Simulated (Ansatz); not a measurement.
## H2O on Mg(0001), hcp start, 2x2 cell: work function, bands and core levels

Aim: how the adsorbate changes the work function, the valence spectrum and the core levels in H2O on Mg(0001), hcp start, 2x2 cell.

Calculated with Ansatz 0.2.0; DFT, PBE, plane-wave PAW, default files, scalar-relativistic.

### 1. The starting structure

The cell holds 4 atoms: 4 Mg. Its edges and angles: a = 3.190 Å, b = 3.190 Å, c = 22.785 Å, α = 90.0°, β = 90.0°, γ = 60.0°. It derives from Mg. Vacuum lies along c.

### 2. The clean face

The clean face is the reference for what the added atoms change.

input.yaml reads:

```yaml
crystal:
  lattice:
    - [3.19, 0.0, 0.0]
    - [1.595, 2.7626210381, 0.0]
    - [0.0, 0.0, 22.785]
  atoms:
    - { symbol: Mg, position: [0.0, 0.0, 0.670836076] }
    - { symbol: Mg, position: [0.666666667, 0.666666667, 0.556945359] }
    - { symbol: Mg, position: [0.0, 0.0, 0.443054641] }
    - { symbol: Mg, position: [0.666666667, 0.666666667, 0.329163924] }
kpoints:
  mp_grid: { grid: [18, 18, 1] }
scf:
  occupations: { method: fermi_dirac, width: 0.05 }
  n_extra_bands: 12
hamiltonian:
  xc: pbe
  pseudopotentials: { kind: paw }
output:
  forces: true
  write_potential: true
  volumetric_format: []
  dos:
    projected: true
    de: 0.05
    e_range: [-30, 12]
    method: { smearing: { sigma: 0.1, scheme: gaussian } }
efield:
  axis: 3
  dipole_correction: true
relax:
  f_tol: 0.03
  max_steps: 50
  constraints: [{ sites: [2, 3] }]
```

On the command line:

```console
$ ansatz run input.yaml --threads 8 --pin off --max-ram 20480MiB --backend cpu --events-out ev --progress --plain --runs-dir out
```

Numbers of over 12 decimals in the logs are rounded to 6 here.

Log:

```text
scf.n_extra_bands = 12 over 20 filled bands (N_el = 40.0): the run solves 32 bands
Engine: ansatz 0.2.0, aarch64-unknown-linux-gnu
Pseudopotentials: kind: paw
Pseudopotential: Mg, paw, valence charge 10, recommended cutoff 420 eV (normal), Mg.paw.azcp
Functional definition: PBE
  parameter kappa = 0.804
  parameter beta = 0.066725
  exchange = pbe_x(kappa = kappa, mu = beta*pi^2/3)
  correlation = pbe_c(beta = beta)
Crystal: 4 atoms, lattice volume = 200.799 Å³
Basis set: ecut = 420 eV, 3977 PW (Γ), exchange–correlation on 48×48×320 points (8 copies of the dense FFT grid, shifted against one another)
Bands: 32, of which v1, the nominal top of the filled ones, is band 20 counted from 1 (19 counted from 0)
Symmetry: 6 space group operations
k-points: 37 of 324 (time reversal used)
Non-local potential: Mg, projectors of the file, l = 0: 3, l = 1: 2, l = 2: 1
PAW form: soft (Blöchl's): semilocal exchange-correlation on the pseudo side does not see the compensation charge
PAW one-centre angular grid: Mg, 110 points (default); XC on 64 Gauss nodes
Initial density: superposition of atomic densities (neutral atoms: chi_scale 0, normalization atom), corrected by the library's trained network
Initial wavefunctions: pseudopotential atomic-orbital guess
Functional: x = pbe(κ = 0.804, μ = 0.219515), c = pbe(β = 0.066725)
SCF iter   1: F=—  HF=-7694.609255 eV  |F-HF|=—  |Δ(HF+E_count)|=         —  Δρ=7.13e-4  dr2=4.73e-3  ethr=1.77e-3  p=0.000 e·Å  D=2.50e-14 V/Å  ΔV_dip=-0.00 eV  dr2_dipole=4.46e-8  V_vac-E_F(+/−)=3.83/3.83 eV  ⟨swp⟩=6.4  Hψ=6165  notcnv=0  defer=62
efield: sawtooth ramp at fractional position 0.9500 (placed from the atoms, in the widest stretch of the axis that holds none; the zero of the levels goes with the place), width 0.1000; the density the first Hamiltonian is built on has a dipole p = 0.000 e·Å; the dipole correction subtracts the counter field D = 2.50e-14 V/Å, which shifts the + side's vacuum level by -0.00 eV against the − side's; the planar-averaged density in the ramp window peaks in size at 5.0e-5 e/Å³
preconditioner: auto → LDOS  [metal: Δε(μ)=0.086 eV  Ē_g=7.186 eV  σ=0.050 eV  W_gap=0.35  n_scr=14 (ndim 8)  ℏωp=7.4 eV  f_vac=0.481  D(μ)=1.95/eV (n_scr^D=8)  β→1.0]
SCF iter   2: F=—  HF=-7694.609484 eV  |F-HF|=—  |Δ(HF+E_count)|=   2.28e-4  Δρ=2.75e-4  dr2=3.71e-4  ethr=1.18e-5  p=-0.000 e·Å  D=-3.93e-6 V/Å  ΔV_dip=0.00 eV  dr2_dipole=2.84e-8  V_vac-E_F(+/−)=3.79/3.79 eV  ⟨swp⟩=2.0  Hψ=1850  notcnv=0  defer=164
SCF iter   3: F=—  HF=-7694.609467 eV  |F-HF|=—  |Δ(HF+E_count)|=   1.61e-5  Δρ=1.05e-4  dr2=5.28e-5  ethr=9.26e-7  p=0.000 e·Å  D=2.13e-7 V/Å  ΔV_dip=-0.00 eV  dr2_dipole=3.49e-9  V_vac-E_F(+/−)=3.77/3.77 eV  ⟨swp⟩=3.0  Hψ=1891  notcnv=0  defer=164
iter 4 did not close the SCF: its close was put off for the readings that it lacked (scf_convergence_deferred on its scf_iter line)
SCF iter   4: F=-7694.609465 eV  HF=-7694.609464 eV  |F-HF|=4.17e-7  |Δ(HF+E_count)|=   3.18e-6  Δρ=1.62e-5  dr2=1.03e-6  ethr=1.32e-7  p=0.000 e·Å  D=8.18e-7 V/Å  ΔV_dip=-0.00 eV  dr2_dipole=2.46e-10  V_vac-E_F(+/−)=3.76/3.76 eV  ⟨swp⟩=3.0  Hψ=1864  notcnv=0  defer=164
iter 5 did not close the SCF: its close was put off for the readings that it lacked (scf_convergence_deferred on its scf_iter line)
SCF iter   5: F=-7694.609465 eV  HF=-7694.609465 eV  |F-HF|=2.45e-8  |Δ(HF+E_count)|=   7.02e-7  Δρ=4.33e-6  dr2=6.75e-8  ethr=2.57e-9  p=0.000 e·Å  D=1.82e-7 V/Å  ΔV_dip=-0.00 eV  dr2_dipole=2.81e-12  V_vac-E_F(+/−)=3.76/3.76 eV  ⟨swp⟩=2.1  Hψ=1616  notcnv=0  defer=164
SCF iter   6: F=-7694.609465 eV  HF=-7694.609465 eV  |F-HF|=2.17e-9  |Δ(HF+E_count)|=  5.02e-10  Δρ=1.92e-6  dr2=4.50e-9  ethr=1.69e-10  p=-0.000 e·Å  D=-1.08e-8 V/Å  ΔV_dip=0.00 eV  dr2_dipole=1.27e-12  V_vac-E_F(+/−)=3.76/3.76 eV  ⟨swp⟩=11.4  Hψ=7279  notcnv=0
SCF 1 converged in 6 iterations: F = -7694.609465 eV  dr2 = 4.50e-9
  greatest PAW one-centre occupation: 1.000 electrons in one spin orbital (limit 2), on the Mg atom at site 1 (counted from 0), in its partial waves of l = 0
relax step   1: F+E_penalty+E_count = -7694.60946500 eV  Δ(F+E_penalty+E_count) = +0.000e0 eV  max|allowed force component| = 4.974e-2 eV/Å  Δτ_max = 0.0000 Å  (6 SCF iters, dr2 threshold 2.25e-5 eV, accepted)
Initial density: handed on by an earlier stage of this run
Initial wavefunctions: those handed on with the density
iter 1 solved again at ethr=6.86e-6 eV; its pass at ethr=3.10e-3 eV (dr2=2.74e-3 eV) is discarded
SCF iter   1: F=—  HF=-7694.610400 eV  |F-HF|=—  |Δ(HF+E_count)|=         —  Δρ=2.56e-4  dr2=9.58e-4  ethr=6.86e-6  p=0.000 e·Å  D=2.35e-7 V/Å  ΔV_dip=-0.00 eV  dr2_dipole=1.75e-5  V_vac-E_F(+/−)=3.76/3.76 eV  ⟨swp⟩=2.4  Hψ=3967  notcnv=0  defer=173
efield: sawtooth ramp at fractional position 0.9500 (handed on by an earlier solve), width 0.1000; the density the first Hamiltonian is built on has a dipole p = 0.000 e·Å; the dipole correction subtracts the counter field D = 2.35e-7 V/Å, which shifts the + side's vacuum level by -0.00 eV against the − side's; the planar-averaged density in the ramp window peaks in size at 6.9e-6 e/Å³
preconditioner: auto → LDOS  [metal: Δε(μ)=0.022 eV  Ē_g=7.142 eV  σ=0.050 eV  W_gap=0.11  n_scr=14 (ndim 8)  ℏωp=7.4 eV  f_vac=0.478  D(μ)=2.05/eV (n_scr^D=8)  β→1.0]
SCF iter   2: F=—  HF=-7694.610331 eV  |F-HF|=—  |Δ(HF+E_count)|=   6.97e-5  Δρ=9.33e-5  dr2=1.14e-4  ethr=2.39e-6  p=-0.000 e·Å  D=-1.39e-4 V/Å  ΔV_dip=0.00 eV  dr2_dipole=2.04e-5  V_vac-E_F(+/−)=3.76/3.76 eV  ⟨swp⟩=1.8  Hψ=1146  notcnv=0  defer=173
SCF iter   3: F=—  HF=-7694.610329 eV  |F-HF|=—  |Δ(HF+E_count)|=   1.35e-6  Δρ=2.59e-5  dr2=5.72e-6  ethr=2.86e-7  p=0.000 e·Å  D=5.43e-5 V/Å  ΔV_dip=-0.00 eV  dr2_dipole=2.21e-8  V_vac-E_F(+/−)=3.76/3.76 eV  ⟨swp⟩=2.0  Hψ=1203  notcnv=0  defer=173
SCF iter   4: F=—  HF=-7694.610326 eV  |F-HF|=—  |Δ(HF+E_count)|=   3.73e-6  Δρ=5.63e-6  dr2=2.48e-7  ethr=1.43e-8  p=0.000 e·Å  D=1.01e-4 V/Å  ΔV_dip=-0.00 eV  dr2_dipole=2.33e-9  V_vac-E_F(+/−)=3.76/3.76 eV  ⟨swp⟩=2.0  Hψ=1154  notcnv=0  defer=173
SCF iter   5: F=-7694.610326 eV  HF=-7694.610326 eV  |F-HF|=3.76e-9  |Δ(HF+E_count)|=   4.16e-8  Δρ=1.44e-6  dr2=7.45e-9  ethr=2.50e-10  p=0.000 e·Å  D=1.30e-4 V/Å  ΔV_dip=-0.00 eV  dr2_dipole=9.56e-10  V_vac-E_F(+/−)=3.76/3.76 eV  ⟨swp⟩=13.9  Hψ=7284  notcnv=0
SCF 2 converged in 5 iterations: F = -7694.610326 eV  dr2 = 7.45e-9
  greatest PAW one-centre occupation: 1.000 electrons in one spin orbital (limit 2), on the Mg atom at site 2 (counted from 0), in its partial waves of l = 0
relax step   2: F+E_penalty+E_count = -7694.61032568 eV  Δ(F+E_penalty+E_count) = -8.607e-4 eV  max|allowed force component| = 1.373e-2 eV/Å  Δτ_max = 0.0300 Å  (5 SCF iters, accepted)
NSCF: frozen V_eff on 37 k-points
the band table was solved once a step of the walk had ended and its energy, with any forces and stress, was formed, with the checks that follow a solve (6763 applications of the Hamiltonian). They found nothing against the state; the energy, forces and stress were not computed again (output.eigenvalues in the input reference)
WARN: The output density's exchange-correlation potential varies sharply where the density is thin. Do not read a vacuum level from v_tot or v_xc, or from such a field of the output density. On a cell that repeats whose density bears no net charge and no dipole along the vacuum's axis use v_es (v_loc + v_h of the components); under efield.dipole_correction with no amplitude use v_es + v_field, which holds any externa [...]
SCF converged after 5 iterations
Free energy (F): -7694.610326 eV
Harris-Foulkes:  -7694.610326 eV  (|F-HF|=3.76e-9)
Internal energy: -7694.593863 eV  (E = F + TS)
E sigma→0 (E₀):  -7694.602094 eV
Entropy (-TS):   -0.016463 eV (-4.116 meV/atom)
Fermi energy:    0.592899 eV
Dipole field:    D = 0.000172 V/Å  (p = 0.000190 e·Å, saw-weighted, corrected)
Work function:   Φ+ = 3.7569 eV   Φ− = 3.7608 eV
Levels:          The Fermi level and band energies are counted from a zero that moves with the ramp; work functions are not
--- Per-component energies (eV) ---
  E_band       = -1631.482534
  E_kinetic    = 297.877345
  E_local      = -25631.497612  (includes V_loc(G=0)·N_el)
  E_nonlocal   = 383.031333
  E_hartree    = 11788.987751
  E_xc         = -112.358809
  E_vxc        = -144.879235  (∫ρ·V_xc dr)
  E_paw        = -1170.506755  (= ΣΔE_a)
  E_vpaw       = -113.982694  (= ΣTr[D̂ρ^β])
  E_aug_tail   = -0.000014  (compensation charges beyond the density's cutoff)
  E_efield     = 0.000000  (sawtooth field / dipole correction)
  E_vefield    = -0.000057  (∫n·V_field dr)
  E_ewald      = 6749.872898
  E_smearing   = -0.016463  (= −TS)
  E_closure    = -0.000000  (closes the sum)
  Σ components = -7694.610326   (vs F -7694.610326, Δ=0.00e0)
--- Forces (eV/Å), atoms counted from 1 ---
  atom   1  Mg     0.00000000    -0.00000000     0.01373067
  atom   2  Mg    -0.00000000     0.00000000    -0.01101542
  atom   3  Mg     0.00000000    -0.00000000     0.04485258
  atom   4  Mg    -0.00000000     0.00000000    -0.04757121
  max |Σ_I F_I| component: 3.38e-6 eV/Å
--- Band table (eV; the first three rows and the last of 37) ---
  k-point 0: bands = [... 16 lower, -6.0067, -5.2160, -3.9274, -2.1723, -0.4125, 1.7848, 3.3578, 4.3668, ... 8 higher]
  k-point 1: bands = [... 16 lower, -5.9456, -5.1553, -3.8673, -2.1125, -0.3558, 1.8422, 3.4164, 4.4257, ... 8 higher]
  k-point 2: bands = [... 16 lower, -5.7626, -4.9735, -3.6872, -1.9334, -0.1855, 2.0136, 3.5914, 4.6018, ... 8 higher]
  k-point 36: bands = [... 16 lower, 0.2973, 0.3234, 0.3321, 1.0002, 1.0056, 1.0143, 2.1722, 2.8225, ... 8 higher]
--- Relaxed structure (2 steps of the walk, 2 accepted, 0 SCFs on fresh bases) ---
  F+E_penalty+E_count = -7694.61032568 eV   max|allowed force component| = 1.373e-2 eV/Å
  atoms:
    - { symbol: Mg, position: [0, 0, 0.672154] }
    - { symbol: Mg, position: [0.666667, 0.666667, 0.557087] }
    - { symbol: Mg, position: [0.0, 0.0, 0.443054641] }
    - { symbol: Mg, position: [0.666667, 0.666667, 0.329163924] }
```

It took 4.3 s on 8 threads of Arm Neoverse V1, shared host; peak memory 0.7 GiB.

Relaxation path:

```
step  energy less that of the first step (eV)  largest force component (eV/Å)
   1                                   0.0000                          0.0497
   2                                  -0.0009                          0.0137
```

Forces are held to the 6 operations that the run works with; a distortion that breaks them can't arise in this run.

The atoms that moved most (Å):

```
atom     dx     dy     dz  length
 Mg1  0.000  0.000  0.030   0.030
```

Final coordinates:

```cif
data_structure
_symmetry_space_group_name_H-M 'P 1'
_symmetry_Int_Tables_number 1
_cell_length_a 3.1900
_cell_length_b 3.1900
_cell_length_c 22.7850
_cell_angle_alpha 90.000
_cell_angle_beta 90.000
_cell_angle_gamma 60.000
_cell_volume 200.80
loop_
_atom_site_label
_atom_site_type_symbol
_atom_site_fract_x
_atom_site_fract_y
_atom_site_fract_z
_atom_site_occupancy
Mg1 Mg 0.00000 0.00000 0.67215 1
Mg2 Mg 0.66667 0.66667 0.55709 1
Mg3 Mg 0.00000 0.00000 0.44305 1
Mg4 Mg 0.66667 0.66667 0.32916 1
```

Numbers from this step:

* free energy: -7694.6103 eV
* energy at zero smearing: -7694.6021 eV
* smearing term TS: 0.01646 eV
* Fermi energy: 0.5929 eV
* symmetry operations: 6
* zero of energy: Fermi level
* share of occupied states in no projected shell: 0.2667 of the occupied states in the window
* DOS at the Fermi level: 2.031 states/eV/cell
* work function, upper face: 3.757 eV
* work function, lower face: 3.760 eV

Maxima picked by a test of local sharpness, so broad peaks and shoulders can be missing; peaks within 0.45 eV of a curve's cut are left out. Valence peaks, by row:

```
photon energy (eV)  binding energy (eV)  height (% of the maximum within 13 eV)  main shell  its share (%)
              21.2                 4.15                                   75.66       Mg 3s          99.55
              21.2                  3.6                                      81       Mg 3s          99.32
              21.2                  2.8                                    91.9       Mg 3s          98.77
              21.2                 2.15                                     100       Mg 3s          97.94
              21.2                  1.2                                   83.59       Mg 3s          94.24
              40.8                  4.1                                   72.28       Mg 3s          98.06
              40.8                 3.55                                   77.97       Mg 3s          97.12
              40.8                  2.8                                   89.84       Mg 3s          95.05
              40.8                 2.15                                     100       Mg 3s          91.87
              40.8                  1.6                                   88.02       Mg 3s          87.16
              40.8                 1.15                                   93.06       Mg 3s          78.23
               900                 4.15                                    75.8       Mg 3s          99.62
               900                  3.6                                   81.11       Mg 3s          99.43
               900                  2.8                                   91.97       Mg 3s          98.96
               900                 2.15                                     100       Mg 3s          98.26
               900                  1.2                                   83.18       Mg 3s           95.1
              1487                 4.15                                   76.24       Mg 3s          99.79
              1487                  3.6                                   81.51       Mg 3s          99.68
              1487                  2.8                                   92.25       Mg 3s          99.42
              1487                 2.15                                     100       Mg 3s          99.02
              1487                  1.2                                   82.04       Mg 3s           97.2
              8048                 4.15                                   76.72       Mg 3s          99.97
              8048                  3.6                                   81.95       Mg 3s          99.96
              8048                  2.8                                   92.54       Mg 3s          99.92
              8048                 2.15                                     100       Mg 3s          99.86
              8048                  1.2                                   80.78       Mg 3s          99.61
```

The planar mean, electrostatic potential oscillates, so the rows of the table below give means over windows of 1 Å about each position, cut where the curve ends. Its maxima inside the range that stand out by 2 % of the span (Å: eV): 8.8: 0.937, 11.4: 0.989, 14.0: 1.01. Its minima: 7.5: -11.8, 10.1: -11.8, 12.7: -11.8, 15.4: -11.8.

From the Fermi level. Planar mean, electrostatic potential against z; means over each step:

z (Å), planar mean, electrostatic potential (eV) and a bar from the least value:
```
        0        3.8 ##############################
        1        3.8 ##############################
        2        3.8 ##############################
        3        3.8 ##############################
        4        3.7 ##############################
        5        3.6 ##############################
        6        2.2 ##########################
        7       -5.6 ########
        8       -5.5 ########
        9       -0.2 #####################
       10       -9.0 
       11       -1.2 ##################
       12       -3.3 #############
       13       -7.6 ###
       14        0.3 ######################
       15       -7.6 ###
       16       -3.4 #############
       17        2.7 ############################
       18        3.6 ##############################
       19        3.7 ##############################
       20        3.8 ##############################
       21        3.8 ##############################
       22        3.8 ##############################
```

Recipe: projected DOS times atomic cross section and asymmetry factor (linear light, 10° from the polarisation), occupied states only, Fermi edge at 20 K, a Lorentzian width of 0.1 eV growing by 0.05 eV per eV of binding energy, and a resolution of 0.3 eV. Each atom is damped by exp[−depth/(λ cos θ)], θ = 30° from the normal, λ from the universal curve. Curves are cut 10 eV under the photon energy, above any shell that the free atom's threshold puts out of reach, or at the lower edge of the window: 8.3 eV at 21.2 eV, 8.3 eV at 40.8 eV, 8.3 eV at 900 eV, 8.3 eV at 1486.7 eV and 8.3 eV at 8047.8 eV. Matrix elements of the solid and inelastic losses aren't modelled, nor non-dipole terms, which matter above 3 keV.

How the area divides among the shells (%):

```
 shell  21.2 eV  40.8 eV  900 eV  1486.7 eV  8047.8 eV
 Mg 3s     96.7     87.5    97.2       98.4       99.8
Mg 3p*      3.3     12.5     2.8        1.6        0.2
```

At the Fermi level the DOS is 2.03 states/eV a cell.

[end of part 1 of 5]

[Logs are printed without paths, hosts, clocks, repeated set-up lines and the standing remarks that a program may print on its own settings, such as how far it seeks lower states.]

[Hosts, paths, dates, database ids (printed as entryN), source tags and the programs' standing remarks are cut or masked in the printed files.]

[Maps of the electrostatic potential energy from Ansatz leave out the sawtooth potential of an applied field or a dipole correction, so their vacuum need not be flat; work functions include it.]
